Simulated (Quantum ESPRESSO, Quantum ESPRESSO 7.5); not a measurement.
**1T-MgI2, 1 layer: a series in the share of short-range exact exchange**

Aim: how the results for 1T-MgI2, 1 layer change with the share of short-range exact exchange.

Main program and level: Quantum ESPRESSO 7.5; plane-wave DFT, PBE, SG15 norm-conserving pseudopotentials (geometry by pw.x at PBE, GBRV ultrasoft).

## Step 1: Set-up

The cell holds 3 atoms: 2 I and 1 Mg. Cell: a = 4.200 Å, b = 4.200 Å, c = 17.592 Å, α = 90.0°, β = 90.0°, γ = 120.0°. It derives from MgI2. Vacuum lies along c.

Set-up: Cell and atoms are relaxed under PBE (GBRV files) and held. Screened hybrids with norm-conserving files, screening 0.106 per bohr, fixed occupations, a 9×9×1 mesh with exchange on 3×3×1 q points. Levels count from the potential in the middle of the vacuum.

Members 0.15, 0.2 and 0.25 took the same steps and show in the table alone.

## Step 2: Relaxing cell and ions of the reference

What the set-up leaves free in this member is relaxed.

File ref.relax.in:

```
&control
  prefix = 'ref.relax'
  outdir = './out'
  pseudo_dir = './pseudo'
  nstep = 80
  forc_conv_thr = 0.0004
  calculation = 'vc-relax'
  etot_conv_thr = 1e-06
/
&system
  ibrav = 0
  nat = 3
  ntyp = 2
  ecutwfc = 50
  ecutrho = 250
  occupations = 'smearing'
  smearing = 'fd'
  degauss = 0.004
/
&electrons
  conv_thr = 1e-09
  mixing_beta = 0.4
  electron_maxstep = 120
  mixing_mode = 'plain'
/
&ions
/
&cell
  cell_dofree = '2Dxy'
  press_conv_thr = 0.3
/
ATOMIC_SPECIES
  I   126.9045  i_pbe_v1.uspp.F.UPF
  Mg  24.3050  mg_pbe_v1.4.uspp.F.UPF
CELL_PARAMETERS angstrom
  4.20000000000000 0.00000000000000 0.00000000000000
  -2.10000000000000 3.63730669589464 0.00000000000000
  0.00000000000000 0.00000000000000 17.59210358589312
ATOMIC_POSITIONS crystal
  I   0.666666666700 0.333333333300 0.426327639749
  Mg  0.000000000000 0.000000000000 0.500000000000
  I   0.333333333300 0.666666666700 0.573672360251
K_POINTS automatic
  6 6 1 0 0 0
```

Command:

```
$ OMP_NUM_THREADS=1 mpirun -n 4 pw.x -nk 2 -in ref.relax.in > ref.relax.out
```

The log of the run:

```text
Program PWSCF v.7.5 starts
[citation notice left out]

     Parallel version (MPI & OpenMP), running on       4 processor cores
     Number of MPI processes:                 4
     Threads/MPI process:                     1

     MPI processes distributed on     1 nodes
[...]
Current dimensions of program PWSCF are:
     Max number of different atomic species (ntypx) = 10
     Max number of k-points (npk) =  40000
     Max angular momentum in pseudopotentials (lmaxx) =  4
     Message from routine setup:
     using ibrav=0 with symmetry is DISCOURAGED, use correct ibrav instead

     K-points division:     npool     =       2
     R & G space division:  proc/nbgrp/npool/nimage =       2
     Subspace diagonalization in iterative solution of the eigenvalue problem:
     a serial algorithm will be used

     Parallelization info
     --------------------
     sticks:   dense  smooth     PW     G-vecs:    dense   smooth      PW
     Min         534     429    126                60384    43199    6762
     Max         535     430    127                60407    43200    6771
     Sum        1069     859    253               120791    86399   13533

     Using Slab Decomposition

     bravais-lattice index     =            0
     lattice parameter (alat)  =       7.9368  a.u.
     unit-cell volume          =    1813.6087 (a.u.)^3
     number of atoms/cell      =            3
     number of atomic types    =            2
     number of electrons       =        24.00
     number of Kohn-Sham states=           16
     kinetic-energy cutoff     =      50.0000  Ry
     charge density cutoff     =     250.0000  Ry
     scf convergence threshold =      1.0E-09
     mixing beta               =       0.4000
     number of iterations used =            8  plain     mixing
     energy convergence thresh.=      1.0E-06
     force convergence thresh. =      4.0E-04
     press convergence thresh. =      3.0E-01
     Exchange-correlation=  SLA  PW   PBX  PBC
                           (   1   4   3   4   0   0   0)
     nstep                     =           80

     celldm(1)=   7.936850  celldm(2)=   0.000000  celldm(3)=   0.000000
     celldm(4)=   0.000000  celldm(5)=   0.000000  celldm(6)=   0.000000

     crystal axes: (cart. coord. in units of alat)
               a(1) = (   1.000000   0.000000   0.000000 )
               a(2) = (  -0.500000   0.866025   0.000000 )
               a(3) = (   0.000000   0.000000   4.188596 )

     reciprocal axes: (cart. coord. in units 2 pi/alat)
               b(1) = (  1.000000  0.577350 -0.000000 )
               b(2) = (  0.000000  1.154701  0.000000 )
               b(3) = (  0.000000 -0.000000  0.238743 )

     PseudoPot. # 1 for I  read from file:
     ./pseudo/i_pbe_v1.uspp.F.UPF
     Pseudo is Ultrasoft + core correction, Zval =  7.0
     Generated by new atomic code, or converted to UPF format
     Using radial grid of  893 points,  6 beta functions with:
                l(1) =   0
                l(2) =   0
                l(3) =   1
                l(4) =   1
                l(5) =   2
                l(6) =   2
     Q(r) pseudized with  8 coefficients,  rinner =    1.500   1.500   1.500
                                                       1.500   1.500

     PseudoPot. # 2 for Mg read from file:
     ./pseudo/mg_pbe_v1.4.uspp.F.UPF
     Pseudo is Ultrasoft, Zval = 10.0
     Generated by new atomic code, or converted to UPF format
     Using radial grid of  821 points,  7 beta functions with:
                l(1) =   0
                l(2) =   0
                l(3) =   0
                l(4) =   1
                l(5) =   1
                l(6) =   2
                l(7) =   2
     Q(r) pseudized with  8 coefficients,  rinner =    1.200   1.200   1.200
                                                       1.200   1.200

     atomic species   valence    mass     pseudopotential
     I                 7.00   126.90450     I ( 1.00)
     Mg               10.00    24.30500     Mg( 1.00)

     12 Sym. Ops., with inversion, found

   Cartesian axes

     site n.     atom                  positions (alat units)
         1        I      tau(   1) = (   0.5000000   0.2886751   1.7857143  )
         2        Mg     tau(   2) = (   0.0000000   0.0000000   2.0942980  )
         3        I      tau(   3) = (  -0.0000000   0.5773503   2.4028818  )

     number of k points=     7  Fermi-Dirac smearing, width (Ry)=  0.0040
                       cart. coord. in units 2pi/alat
        k(    1) = (   0.0000000   0.0000000   0.0000000), wk =   0.0555556
        k(    2) = (   0.0000000   0.1924501   0.0000000), wk =   0.3333333
        k(    3) = (   0.0000000   0.3849002   0.0000000), wk =   0.3333333
        k(    4) = (   0.0000000  -0.5773503   0.0000000), wk =   0.1666667
        k(    5) = (   0.1666667   0.2886751   0.0000000), wk =   0.3333333
        k(    6) = (   0.1666667   0.4811252   0.0000000), wk =   0.6666667
        k(    7) = (   0.3333333   0.5773503   0.0000000), wk =   0.1111111

     Dense  grid:   120791 G-vectors     FFT dimensions: (  40,  40, 180)

     Smooth grid:    86399 G-vectors     FFT dimensions: (  36,  36, 150)

     Estimated max dynamical RAM per process >     156.21 MB

     Estimated total dynamical RAM >     595.37 MB

     Check: negative core charge=   -0.000002

     Initial potential from superposition of free atoms

     starting charge      23.6996, renormalised to      24.0000

     negative rho (up, down):  1.603E-04 0.000E+00
     Starting wfcs are   13 randomized atomic wfcs +    3 random wfcs

     total cpu time spent up to now is        0.8 secs

     per-process dynamical memory:    53.0 Mb

     Self-consistent Calculation

     iteration #  1     ecut=    50.00 Ry     beta= 0.40
     Davidson diagonalization with overlap
     ethr =  1.00E-02,  avg # of iterations =  5.9

     Threshold (ethr) on eigenvalues was too large:
     Diagonalizing with lowered threshold

     Davidson diagonalization with overlap
     ethr =  2.82E-04,  avg # of iterations =  4.0

     negative rho (up, down):  1.452E-04 0.000E+00

     total cpu time spent up to now is        2.4 secs

     total energy              =    -256.79630264 Ry
     estimated scf accuracy    <       0.06712966 Ry

     iteration #  2     ecut=    50.00 Ry     beta= 0.40
[...]
negative rho (up, down):  1.459E-04 0.000E+00

[...]
total energy              =    -256.79762779 Ry
     estimated scf accuracy    <       0.01030617 Ry

     iteration #  3     ecut=    50.00 Ry     beta= 0.40
[...]
negative rho (up, down):  1.588E-04 0.000E+00
          total   stress  (Ry/bohr**3)                   (kbar)     P=       17.45
   0.00009554  -0.00000000   0.00000000           14.05       -0.00        0.00
   0.00000000   0.00009554   0.00000000            0.00       14.05        0.00
  -0.00000000  -0.00000000   0.00016469           -0.00       -0.00       24.23

     Energy error            =      1.6E-02 Ry
     Gradient error          =      5.8E-02 Ry/Bohr
     Cell gradient error     =      1.4E+01 kbar

     number of scf cycles    =   3
     number of bfgs steps    =   2

     enthalpy           old  =    -256.8180436545 Ry
     enthalpy           new  =    -256.8339285208 Ry

     CASE: enthalpy          _new < enthalpy          _old

     new trust radius        =       0.1549571168 bohr
     new conv_thr            =       0.0000000010 Ry

     new unit-cell volume =   1873.97325 a.u.^3 (   277.69419 Ang^3 )
     density =      1.66305 g/cm^3

CELL_PARAMETERS (angstrom)
   4.269324746   0.000000000   0.000000000
  -2.134662373   3.697343687   0.000000000
   0.000000000   0.000000000  17.592103586

ATOMIC_POSITIONS (crystal)
I                0.6666666667        0.3333333333        0.4157340729
Mg               0.0000000000       -0.0000000000        0.5000000000
I                0.3333333333        0.6666666667        0.5842659271

[...]
NEW-OLD atomic charge density approx. for the potential
     New effective cutoffs (rho, wfc):  249.32   49.87

     Check: negative core charge=   -0.000002

     negative rho (up, down):  2.301E-04 0.000E+00

     total cpu time spent up to now is       27.5 secs

     per-process dynamical memory:    60.0 Mb

[...]
!    total energy              =    -256.84971989 Ry
[...]
Total force =     0.048502     Total SCF correction =     0.000063
[...]
number of bfgs steps    =   3
[...]
new trust radius        =       0.2112866265 bohr
[...]
!    total energy              =    -256.85876005 Ry
[...]
Total force =     0.011563     Total SCF correction =     0.000008
[...]
number of bfgs steps    =   4
[...]
new trust radius        =       0.0516494381 bohr
[...]
!    total energy              =    -256.85923496 Ry
[...]
Total force =     0.004069     Total SCF correction =     0.000019
[...]
number of bfgs steps    =   5
[...]
new trust radius        =       0.0188107673 bohr
[...]
!    total energy              =    -256.85935860 Ry
[...]
Total force =     0.001748     Total SCF correction =     0.000004
[...]
number of bfgs steps    =   6
[...]
new trust radius        =       0.0206918441 bohr
[...]
!    total energy              =    -256.85954851 Ry
[...]
Total force =     0.000396     Total SCF correction =     0.000002
[...]
number of bfgs steps    =   7
[...]
new trust radius        =       0.0310377661 bohr
[...]
!    total energy              =    -256.85987457 Ry
[...]
Total force =     0.002689     Total SCF correction =     0.000002
[...]
number of bfgs steps    =   8
[...]
new trust radius        =       0.0465566492 bohr
[...]
!    total energy              =    -256.86025190 Ry
[...]
Total force =     0.004250     Total SCF correction =     0.000002
[...]
number of bfgs steps    =   9
[...]
new trust radius        =       0.0698349738 bohr
[...]
!    total energy              =    -256.86063099 Ry
[...]
Total force =     0.004508     Total SCF correction =     0.000019
[...]
number of bfgs steps    =  10
[...]
new trust radius        =       0.0466330068 bohr
[...]
!    total energy              =    -256.86077842 Ry
[...]
Total force =     0.002532     Total SCF correction =     0.000020
[...]
number of bfgs steps    =  11
[...]
new trust radius        =       0.0115249023 bohr
[...]
!    total energy              =    -256.86080744 Ry
[...]
Total force =     0.000769     Total SCF correction =     0.000004
[...]
number of bfgs steps    =  12
[...]
new trust radius        =       0.0068281179 bohr
[...]
!    total energy              =    -256.86081139 Ry
[...]
Total force =     0.000011     Total SCF correction =     0.000002
[...]
number of bfgs steps    =  13
[...]
new trust radius        =       0.0007701527 bohr
[...]
!    total energy              =    -256.86081142 Ry
[...]
Total force =     0.000000     Total SCF correction =     0.000002
[...]
Self-consistent Calculation

     iteration #  1     ecut=    50.00 Ry     beta= 0.40
     Davidson diagonalization with overlap
     c_bands:  1 eigenvalues not converged
     c_bands:  2 eigenvalues not converged
     c_bands:  1 eigenvalues not converged
     ethr =  1.00E-06,  avg # of iterations = 19.0

     negative rho (up, down):  1.245E-04 0.000E+00

     total cpu time spent up to now is      127.0 secs

     total energy              =    -256.85889548 Ry
     estimated scf accuracy    <       0.07408622 Ry

[...]
iteration # 11     ecut=    50.00 Ry     beta= 0.40
[...]
negative rho (up, down):  1.275E-04 0.000E+00

[...]
End of self-consistent calculation

          k = 0.0000 0.0000 0.0000 ( 10833 PWs)   bands (ev):

   -78.0066 -44.7683 -44.7681 -44.7681 -14.5635 -14.0574  -5.6824  -3.3982
    -3.0963  -3.0963  -2.8273  -2.8273   1.1532   2.0759   3.0201   3.2593

          k =-0.0000 0.1922 0.0000 ( 10845 PWs)   bands (ev):

   -78.0066 -44.7683 -44.7682 -44.7681 -14.4383 -13.9849  -5.5865  -4.0788
    -3.5521  -3.3750  -3.2714  -2.9002   1.7881   2.6421   3.2321   3.3468

          k =-0.0000 0.3845 0.0000 ( 10836 PWs)   bands (ev):

   -78.0066 -44.7687 -44.7682 -44.7682 -14.1466 -13.8487  -5.7706  -5.1812
    -4.2116  -3.7783  -3.3191  -3.1217   1.2430   2.6948   3.2545   4.1058

          k = 0.0000-0.5767 0.0000 ( 10848 PWs)   bands (ev):

   -78.0066 -44.7689 -44.7682 -44.7681 -13.9517 -13.8101  -6.1747  -5.5435
    -4.0888  -3.9451  -3.4517  -3.2359   0.8226   2.6737   2.9548   3.8455

          k = 0.1665 0.2884 0.0000 ( 10829 PWs)   bands (ev):

   -78.0066 -44.7685 -44.7682 -44.7682 -14.2282 -13.8792  -5.5898  -4.7784
    -4.3874  -3.5612  -3.4832  -3.1775   1.9075   3.2168   3.2859   3.8754

          k = 0.1665 0.4806 0.0000 ( 10874 PWs)   bands (ev):

   -78.0066 -44.7688 -44.7684 -44.7681 -13.9648 -13.7994  -5.9482  -5.3333
    -4.5375  -4.1247  -3.6173  -3.3082   1.4587   3.2944   3.6669   3.9024

[...]
the Fermi energy is    -0.9252 ev

!    total energy              =    -256.86081450 Ry
     estimated scf accuracy    <          1.8E-12 Ry
     smearing contrib. (-TS)   =      -0.00000000 Ry
     internal energy E=F+TS    =    -256.86081450 Ry

     The total energy is F=E-TS. E is the sum of the following terms:
     one-electron contribution =    -496.65702416 Ry
     hartree contribution      =     246.93362680 Ry
     xc contribution           =    -
[key lines of the parts left out:]
convergence has been achieved in   5 iterations
```

The job ended after 2.3 min (4 MPI ranks of Arm Neoverse V2, shared host; peak memory 0.73 GiB).

Relaxation path:

| step | energy less that of the first step (eV) | largest force (eV/Å) | volume (Å³) |
| --- | --- | --- | --- |
| 1 | 0.0000 | 2.4146 | 268.75 |
| 2 | -0.2571 | 1.9466 | 271.38 |
| 3 | -0.4732 | 1.4842 | 274.04 |
| 4 | -0.6880 | 0.8818 | 277.69 |
| 5 | -0.8110 | 0.2102 | 282.14 |
| 6 | -0.8175 | 0.0740 | 282.76 |
| 7 | -0.8192 | 0.0318 | 282.52 |
| 8 | -0.8218 | 0.0072 | 281.66 |
| 9 | -0.8262 | 0.0489 | 279.65 |
| 10 | -0.8313 | 0.0773 | 276.67 |
| 11 | -0.8365 | 0.0820 | 272.21 |
| 12 | -0.8385 | 0.0460 | 269.26 |
| 13 | -0.8389 | 0.0140 | 269.00 |
| 14 | -0.8389 | 0.0002 | 269.27 |
| 15 | -0.8389 | 0.0000 | 269.32 |
| 16 | -0.8390 | 0.0000 | 269.32 |

| cell as run | before | after | change |
| --- | --- | --- | --- |
| a (Å) | 4.200 | 4.204 | +0.1 % |
| b (Å) | 4.200 | 4.204 | +0.1 % |

The atoms that moved most (Å, along periodic axes as changes of fractional coordinates times the final cell, across vacuum about the mean position):

| atom | dx | dy | dz | length |
| --- | --- | --- | --- | --- |
| I1 | 0.000 | 0.000 | -0.378 | 0.378 |
| I3 | 0.000 | 0.000 | 0.378 | 0.378 |

The relaxed structure:

```xyz
3
Lattice="4.2045 0.0000 0.0000 -2.1022 3.6412 0.0000 0.0000 0.0000 17.5921" Properties=species:S:1:pos:R:3
I     2.1022    1.2137    7.1221
Mg    0.0000    0.0000    8.7961
I     0.0000    2.4275   10.4700
```

 The last row is no step: it is a fresh SCF in the final cell with a new plane-wave basis, -0 meV from the row before.

Read from the output:

```
free energy  : -3494.7694 eV
Fermi energy : -0.9252 eV
```

(Continued in part 2 of 3.)

[Logs are printed without paths, hosts, clocks, repeated set-up lines and the standing remarks that a program may print on its own settings, such as how far it seeks lower states.]

[Hosts, paths, dates, database ids (printed as entryN), source tags and the programs' standing remarks are cut or masked in the printed files.]

[Maps of the electrostatic potential energy from Ansatz leave out the sawtooth potential of an applied field or a dipole correction, so their vacuum need not be flat; planar profiles and work functions include it.]
